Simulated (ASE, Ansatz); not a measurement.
# Convergence of a linear-scaling basis for Σ7 (111) twist boundary in a Pd-Ir solid solution (84 atoms), part 3 of 3

Aim: test how closely localised support functions follow the reference on Σ7 (111) twist boundary in a Pd-Ir solid solution (84 atoms), and at what cost. A setting counts as converged where the r.m.s. difference of forces stays under 1 % of the r.m.s. force.

Ansatz 0.2.0; Kohn-Sham DFT, PBE, PAW (set soft_2), plane waves.

The cell: 44 Pd and 40 Ir. The host structure and its lattice constant were typed by rule, without a check against the phase diagram. No spin–orbit coupling is included.

So far. Step 11 (Support functions medium, spacing 0.176 Å (grid laid …): Forces differ from the reference by 1.6 meV/Å r.m.s., 0.32 % of their size, within a tolerance of 1 %; the energy by -3.1 meV/atom. It took 12 s and 18 cycles; the reference's time can't be set against it, since the two runs asked for unlike analyses.

## 12. Other settings

Changed here: hamiltonian.dispersion = "d3bjatm" and scf.eigensolver.kind = "davidson".

This step: Kohn-Sham DFT, PBE+D3(BJ) with three-body term, PAW (set soft_2), plane waves (Ansatz 0.2.0).

File input.yaml:

```yaml
crystal:
  lattice:
    - [7.23169, 0.0, 0.0]
    - [-3.61584, 6.26283, 0.0]
    - [0.0, 0.0, 27.38097]
  atoms:
    [... the 84 atom lines of step 2 ...]
kpoints:
  mp_grid: { grid: [3, 3, 1] }
hamiltonian:
  xc: pbe
  dispersion: d3bjatm
scf:
  occupations: { method: cold, width: 0.15 }
  eigensolver: { kind: davidson }
output:
  forces: true
  stress: true
  populations: intrinsic
  dos:
    method: { smearing: { sigma: 0.08 } }
    de: 0.1
    projected:
      site_lists:
        Ir: [Ir]
        Pd: [Pd]
        lower_grain: [0, 1, 2, 3, 4, 5, 6, 7, 8, 9, 10, 11, 12, 13, 14, 15, 16, 17, 18, 19, 20, 21, 22, 23, 24, 25, 26, 27, 28, 29, 30, 31, 32, 33, 34, 35, 36, 37, 38, 39, 40, 41]
        upper_grain: [42, 43, 44, 45, 46, 47, 48, 49, 50, 51, 52, 53, 54, 55, 56, 57, 58, 59, 60, 61, 62, 63, 64, 65, 66, 67, 68, 69, 70, 71, 72, 73, 74, 75, 76, 77, 78, 79, 80, 81, 82, 83]
  eigenvalues: true
```

Launch:

```
$ ansatz run input.yaml --threads 32 --pin off --max-ram 143360MiB --backend cuda --events-out ev --progress --plain --runs-dir out
```

Numbers of over 12 decimals in the logs are rounded to 6 here.

Log:

```text
[...]
GPU FFT provider: cuFFT
GPU libraries: cuBLAS 13.8.1, cuFFT 12.4.0, cuSOLVER 12.3.2
[...]
Crystal: 84 atoms, lattice volume = 1240.107 Å³
Basis set: ecut = 420 eV, 24187 PW (Γ), exchange–correlation on 100×100×384 points (8 copies of the dense FFT grid, shifted against one another)
Bands: 884, of which v1, the nominal top of the filled ones, is band 736 counted from 1 (735 counted from 0)
Symmetry: 1 space group operations
[...]
k-points: 5 of 9 (time reversal used)
[...]
GPU buffer pool allocated for 480000 grid points (all kernels)
[...]
SCF iter   1: F=—  HF=-784253.717385 eV  |F-HF|=—  |Δ(HF+E_count)|=         —  Δρ=1.41e-2  dr2=2.26e1  ethr=1.77e-3
[...]
SCF iter   8: F=—  HF=-784253.394079 eV  |F-HF|=—  |Δ(HF+E_count)|=   1.29e-6  S|Δr|=    0.00e0  Δρ=6.11e-6  dr2=1.75e-6  ethr=9.68e-10
SCF iter   9: F=-784253.394079 eV  HF=-784253.394079 eV  |F-HF|=8.04e-8  |Δ(HF+E_count)|=   3.73e-8  S|Δr|=    0.00e0  Δρ=1.80e-6  dr2=9.54e-8  ethr=1.19e-10
SCF 1 converged in 9 iterations: F = -784253.394079 eV  dr2 = 9.54e-8
  Residual-converged pass: ⟨swp⟩=3.0  Hψ=9356  notcnv=0  max |occ|·‖R‖ = 4.2e-6 eV (tolerance 6.7e-6 eV)  dr2=9.79e-8  dr2_onsite=4.63e-9  max |Δocc| = 3.2e-9
[...]
SCF converged after 9 iterations
[...]
Free energy (F): -784253.394079 eV
[...]
Internal energy: -784253.374746 eV  (E = F + TS)
E sigma→0 (E₀):  -784253.387635 eV
Entropy (-TS):   -0.019333 eV (-0.230 meV/atom)
Fermi energy:    22.086946 eV
[...]
Σ components = -784253.394079   (vs F -784253.394079, Δ=0.00e0)
--- Forces (eV/Å), atoms counted from 1 ---
[... 84 lines of forces left out ...]
  max |Σ_I F_I| component: 1.68e-5 eV/Å
--- Stress (GPa, compression-positive) ---
       -2.202109      -0.067226      -0.095569
       -0.067226      -2.302047       0.153357
       -0.095569       0.153357      -3.627642
  P = ⅓ Tr σ = -2.7106 GPa (-27.106 kbar)
--- Band table (eV; the first three rows and the last of 5) ---
--- intrinsic populations: 84 sites ---
  site symbol       q [e]
[... 84 lines, one an atom, left out ...]
  spilling = -0.000000 (of n_electrons = 1472.000000)
```

The job ended after 7.4 s (1 × NVIDIA GB200 with 32 threads of Arm Neoverse V2, shared host; peak memory 4.6 GiB; 41 s of CPU time).

That memory is the host's; the program planned up to 44 GiB on the GPU.

Forces differ from the reference by 6.3 meV/Å r.m.s., 1.3 % of their size; the pressure by -5.8 GPa. It took 7.4 s and 9 cycles; the reference's time can't be set against it, since the two runs asked for unlike analyses.

## 13. All settings compared

Each row is set against the plane-wave reference (Kohn-Sham DFT, PBE, PAW (set soft_2), plane waves; r.m.s. force component 0.502 eV/Å). Energies are set beside the reference only for runs with its functional, potentials and electron count. Times are for 1 × NVIDIA GB200 with 32 threads of Arm Neoverse V2, shared host. The reference's time includes the DOS, the stress and grids, which some other runs skip.

```
                                                                     run  Δ force, r.m.s. (meV/Å)  share of r.m.s. force (%)  Δ energy (meV/atom)  Δ pressure (GPa)  cycles   time  host memory (GiB)  planned on the GPU (GiB)
                                                               reference                        -                          -                    -                 -       9  4.5 s                3.1                        35
                                                   support functions low                     1.56                      0.310                -2.96                 -      18   11 s                1.5                       5.9
                                                support functions medium                     1.62                      0.323                -2.96                 -      19   11 s                1.5                       5.9
                                                support functions high ¶                    0.816                      0.163                -3.21                 -      37   29 s                1.6                        11
           support functions medium, spacing 0.397 Å (grid laid 0.380 Å)                     91.2                       18.2                  135                 -      18  8.7 s                1.5                       5.1
           support functions medium, spacing 0.331 Å (grid laid 0.304 Å)                     25.9                       5.16                -30.9                 -      18  9.3 s                1.5                       4.8
           support functions medium, spacing 0.286 Å (grid laid 0.285 Å)                     8.37                       1.67                -10.1                 -      18  9.4 s                1.4                       5.3
           support functions medium, spacing 0.253 Å (grid laid 0.241 Å)                     1.72                      0.342                -4.48                 -      20  9.8 s                1.6                       5.1
           support functions medium, spacing 0.198 Å (grid laid 0.190 Å)                     1.59                      0.316                -3.09                 -      18   13 s                1.5                       7.5
           support functions medium, spacing 0.176 Å (grid laid 0.169 Å)                     1.58                      0.316                -3.13                 -      18   12 s                1.5                       7.3
hamiltonian.dispersion = "d3bjatm" and scf.eigensolver.kind = "davidson"                     6.33                       1.26                    -             -5.85       9  7.4 s                4.6                        44
```

¶ The program warns that the support functions of this run were not fully converged.

## 14. The reference in detail

The comparisons rest on this run, so its electronic structure is set out here.

Neighbours are counted within 3.18 Å (Pd-Pd), 3.18 Å (Pd-Ir), 3.18 Å (Ir-Ir).

Length of the force by element and coordination:

```
element  coordination  atoms  mean length of the force (eV/Å)  spread  least  most
     Ir           all     40                            0.925   0.359  0.327  1.69
     Ir            10      7                             1.01   0.229  0.667  1.37
     Ir            11      6                             1.16   0.500  0.347  1.69
     Ir            12     27                            0.852   0.320  0.327  1.53
     Pd           all     44                            0.652   0.346  0.185  1.62
     Pd            10      5                            0.792   0.164  0.593  1.06
     Pd            11      6                             1.14   0.312  0.715  1.62
     Pd            12     33                            0.542   0.282  0.185  1.56
```

Intrinsic-atomic-orbital charges by element and coordination:

```
element  coordination  atoms  mean charge (e)  spread    least     most
     Ir           all     40           0.0894  0.0263   0.0362    0.141
     Ir            10      7           0.0756  0.0227   0.0507    0.119
     Ir            11      6           0.0638  0.0145   0.0489   0.0902
     Ir            12     27           0.0986  0.0238   0.0362    0.141
     Pd           all     44          -0.0812  0.0171   -0.127  -0.0467
     Pd            10      5          -0.0758  0.0076  -0.0827  -0.0619
     Pd            11      6           -0.111  0.0083   -0.127   -0.100
     Pd            12     33          -0.0766  0.0135   -0.119  -0.0467
```

By region:

```
     region  atoms  mean length of the force (eV/Å)  net charge (e)
lower grain     42                            0.825           -0.09
upper grain     42                            0.739            0.09
```

States in the cell by windows of 1 eV, zero at the Fermi level; some projections on atomic orbitals stand beside the total:

```
from (eV)  to (eV)  total  lower grain  upper grain  Pd d  Ir d  Ir s
      -18      -10    0.0          0.0          0.0   0.0   0.0   0.0
      -10       -9    0.4          0.2          0.1   0.0   0.0   0.3
       -9       -8    5.0          2.4          2.5   0.1   0.1   4.6
       -8       -7   11.2          5.4          5.4   0.9   0.9   8.9
       -7       -6   50.6         25.4         23.9  16.2  18.9  13.7
       -6       -5  117.6         56.1         57.7  54.9  52.1   6.1
       -5       -4  112.2         55.1         54.6  64.0  43.1   2.2
       -4       -3  155.1         75.6         74.9  91.4  54.8   3.9
       -3       -2  125.4         59.6         60.3  70.6  46.0   3.1
       -2       -1  115.8         55.4         55.7  61.3  46.9   2.7
       -1        0  110.9         53.2         53.3  47.1  56.9   2.5
        0        1   86.1         41.0         40.7  23.7  54.8   3.2
        1        2   25.0          8.4          8.7   3.3   9.7   4.1
        2        3   23.2          5.5          5.3   1.9   4.9   3.9
        3        4   20.7          3.3          3.3   1.0   2.8   2.8
        4        5   16.7          1.8          1.9   0.5   1.4   1.7
```

The curve was stored every 0.10 eV, coarse against its broadening of 0.08 eV, so these counts are rough.

The stored curve holds about 804 of the 1472 electrons; the rest, give or take the few that broadening carries across the Fermi level, lie in deeper levels below its range.

Not all projections were asked for or kept, so they needn't add up to the total.

The levels nearest the highest filled one (over half full), pooled over k-points and spins:

```
level less the highest filled one (eV)  occupation
                               -0.0146        1.17
                               -0.0092        1.12
                               -0.0051        1.08
                               -0.0027        1.05
                               -0.0015        1.04
                                     0        1.03
                                0.0075       0.954
                                0.0133       0.898
                                0.0141       0.889
                                0.0154       0.878
                                0.0236       0.802
                                0.0236       0.801
```

Planar average of the electrostatic potential energy along the normal, with the Fermi level as zero, after a running mean with a triangular window 4 Å wide at its base:

```
height (Å)  potential energy (eV)
       0.0                 -10.05
       0.7                 -10.72
       1.6                 -10.85
       2.3                 -10.92
       3.1                 -11.03
       3.9                 -11.22
       4.7                 -11.40
       5.4                 -11.40
       6.3                 -11.40
       7.0                 -11.26
       7.8                 -10.87
       8.6                 -10.62
       9.3                 -10.56
      10.1                 -10.76
      10.8                 -10.71
      11.7                  -9.45
      12.4                  -8.77
      13.3                  -9.38
      14.0                 -10.47
      14.8                 -10.96
      15.5                 -11.17
      16.4                 -11.11
      17.1                 -10.80
      18.0                 -10.47
      18.7                 -10.30
      19.4                 -10.26
      20.3                 -10.38
      21.0                 -10.59
      21.8                 -11.00
      22.5                 -11.35
      23.4                 -11.57
      24.1                 -11.61
      25.0                 -10.70
      25.7                  -9.31
      26.5                  -8.89
      27.2                  -9.82
```

Forces differ by site in this geometry: Pd atoms with 11 neighbours bear 1.1 eV/Å on average, against 0.54 eV/Å for those with 12. Mean intrinsic-atomic-orbital charges: Ir +0.09, Pd -0.08 e. Among metals such projection charges depend strongly on the orbitals used and are no measure of ionicity. Within 0.4 eV of the Fermi level the largest share is Ir d (60 % of the projected weight).

## 15. Distances and neighbours

Bonds and neighbours are counted at the geometry of the runs.

Density 16.6 g/cm³, 14.76 Å³ an atom.

g(r), total and by pair (bins of 0.1 Å):

```
r (Å)  total  Pd-Pd  Pd-Ir  Ir-Ir
 2.45   0.00   0.00   0.00   0.00
 2.55   0.08   0.00   0.08   0.19
 2.65   2.47   1.57   2.99   2.41
 2.75  15.00  14.80  15.80  13.50
 2.85   0.24   0.51   0.14   0.15
 2.95   0.32   0.35   0.26   0.42
 3.05   0.06   0.00   0.12   0.00
 3.15   0.00   0.00   0.00   0.00
 3.25   0.08   0.00   0.16   0.00
 3.35   0.22   0.27   0.10   0.44
 3.45   0.12   0.00   0.19   0.10
 3.55   0.04   0.00   0.09   0.00
 3.65   0.23   0.23   0.17   0.37
 3.75   0.02   0.00   0.00   0.09
 3.85   3.53   3.57   3.50   3.56
 3.95   0.49   0.66   0.47   0.32
 4.05   0.19   0.13   0.24   0.15
 4.15   0.14   0.23   0.03   0.28
 4.25   0.06   0.00   0.06   0.14
 4.35   0.04   0.11   0.03   0.00
 4.45   0.11   0.10   0.09   0.19
 4.55   0.03   0.00   0.03   0.06
 4.65   1.58   1.78   1.72   1.02
 4.75   8.96   8.48   9.33   8.73
 4.85   0.48   0.70   0.33   0.52
 4.95   0.24   0.29   0.21   0.25
 5.05   0.28   0.20   0.22   0.49
 5.15   0.03   0.00   0.04   0.05
 5.25   0.28   0.33   0.26   0.27
 5.35   0.26   0.25   0.27   0.26
 5.45   3.76   3.29   4.18   3.40
 5.55   0.50   0.53   0.51   0.45
 5.65   0.21   0.22   0.19   0.23
 5.75   0.29   0.34   0.25   0.30
 5.85   0.26   0.15   0.28   0.36
 5.95   0.14   0.09   0.20   0.07
 6.05   2.19   2.21   2.05   2.48
 6.15   3.72   3.85   3.87   3.25
 6.25   0.20   0.18   0.19   0.25
 6.35   0.28   0.28   0.28   0.28
 6.45   0.20   0.20   0.15   0.33
 6.55   0.07   0.10   0.07   0.06
 6.65   1.13   1.10   1.12   1.17
 6.75   0.82   0.90   0.79   0.79
```

Neighbours by pair of elements; one cutoff, the widest of the pairs' first minima of g(r), serves all pairs of this metal:

```
pair A-B  cutoff (Å)  bonds  mean length (Å)  spread (Å)  shortest (Å)  B about A  A about B
   Pd-Pd        3.18    127             2.74       0.046          2.66       5.77       5.77
   Pd-Ir        3.18    258             2.74       0.048          2.59       5.86       6.45
   Ir-Ir        3.18    101             2.74       0.054          2.59       5.05       5.05
```

How many atoms have how many bonded neighbours:

```
element  mean  10  11  12
     Ir  11.5   7   6  27
     Pd  11.6   5   6  33
```

First main peaks of g(r), for some of the pairs, lie near 2.74 Å (Pd-Pd), 2.73 Å (Pd-Ir) and 2.73 Å (Ir-Ir). By these cutoffs 68 % of Ir atoms have 12 and 75 % of Pd atoms have 12 bonded neighbours.

The surroundings of Ir75, whose charge lies farthest from its element's mean, nearest first, numbered as they follow in the input and with coordinates relative to it.

```
atom      x      y      z  distance (Å)  bonds  intrinsic-atomic-orbital charge (e)     Fx     Fy  Fz (eV/Å)
Ir75   0.00   0.00   0.00          0.00     12                                 0.04   0.35  -0.38       1.06
Ir78   2.53  -0.93  -0.04          2.70     10                                 0.08   0.34  -0.07      -0.57
Ir65   2.04   1.77  -0.03          2.70     11                                 0.06  -0.44   0.33       1.60
Ir84  -0.52   2.66  -0.06          2.71     10                                 0.07   0.88   0.01       0.05
Pd71  -2.58   0.87  -0.05          2.72     11                                -0.11  -0.54  -0.16       1.01
Pd60   0.53   1.45  -2.25          2.73     12                                -0.08  -0.37  -0.14       0.16
Ir80  -2.09  -1.78  -0.07          2.74     10                                 0.05  -0.56  -0.50       0.17
Pd83   0.49  -2.72  -0.05          2.76     11                                -0.11   0.51   0.38       1.48
Ir70  -1.54  -0.34  -2.28          2.77     12                                 0.09   0.20   0.17       0.33
Ir74   1.03  -1.21  -2.28          2.78     12                                 0.09  -0.01   0.07       0.52
Pd24  -1.52   0.25   2.47          2.91     11                                -0.11  -0.35   0.48      -1.29
Ir11   1.03   1.16   2.54          2.97     11                                 0.05   0.67  -0.63      -1.17
Ir12   0.50  -1.53   2.53          3.00     11                                 0.07   0.35   0.47      -1.02
```

The column of bonds counts only the pairs Pd-Pd within 3.18 Å, Pd-Ir within 3.18 Å, Ir-Ir within 3.18 Å; other neighbours, such as metal atoms beside each other in a compound, aren't counted, and periodic images can show an atom twice.

## 16. Results

* free energy per atom: -9335.7502 eV/atom
* density: 16.57 g/cm³
* pressure: 3.134 GPa
* r.m.s. force component: 0.5016 eV/Å
* wall time of the 11 DFT runs: 2.1 min

**Reading.** Against plane waves at 420 eV, the forces differ by 1.6 meV/Å (0.32 %) with support functions medium, and by 0.82 meV/Å in the closest run (support functions high, whose functions were not fully converged). At 84 atoms the fastest of the runs at a preset level, support functions low, takes roughly 2.4 times the time of plane waves (whose run also made extra analyses, so the like-for-like ratio is larger), in 18 SCF cycles against 9. Differences between support functions and plane waves include what basis error the plane-wave run still has. As the typed spacing goes from 0.176 to 0.397 Å, the force difference goes from 1.6 to 91 meV/Å, while the time lies between 8.7 s and 13 s.

89 levels are partly filled, by over 2 % (on the run's k-points), as in a metal. Forces differ by site in this geometry: Pd atoms with 11 neighbours bear 1.1 eV/Å on average, against 0.54 eV/Å for those with 12. Counting bonds as in the table, 68 % of Ir atoms have 12 and 75 % of Pd atoms have 12 bonded neighbours.

Caveats: The geometry was built by rule, was displaced at random and isn't relaxed at this level: its force components are 0.50 eV/Å r.m.s. The pressure of 3.1 GPa belongs to a cell and atoms that aren't relaxed at this level.

[Logs are printed without paths, hosts, clocks, repeated set-up lines and the standing remarks that a program may print on its own settings, such as how far it seeks lower states.]

[Hosts, paths, dates, database ids (printed as entryN), source tags and the programs' standing remarks are cut or masked in the printed files.]
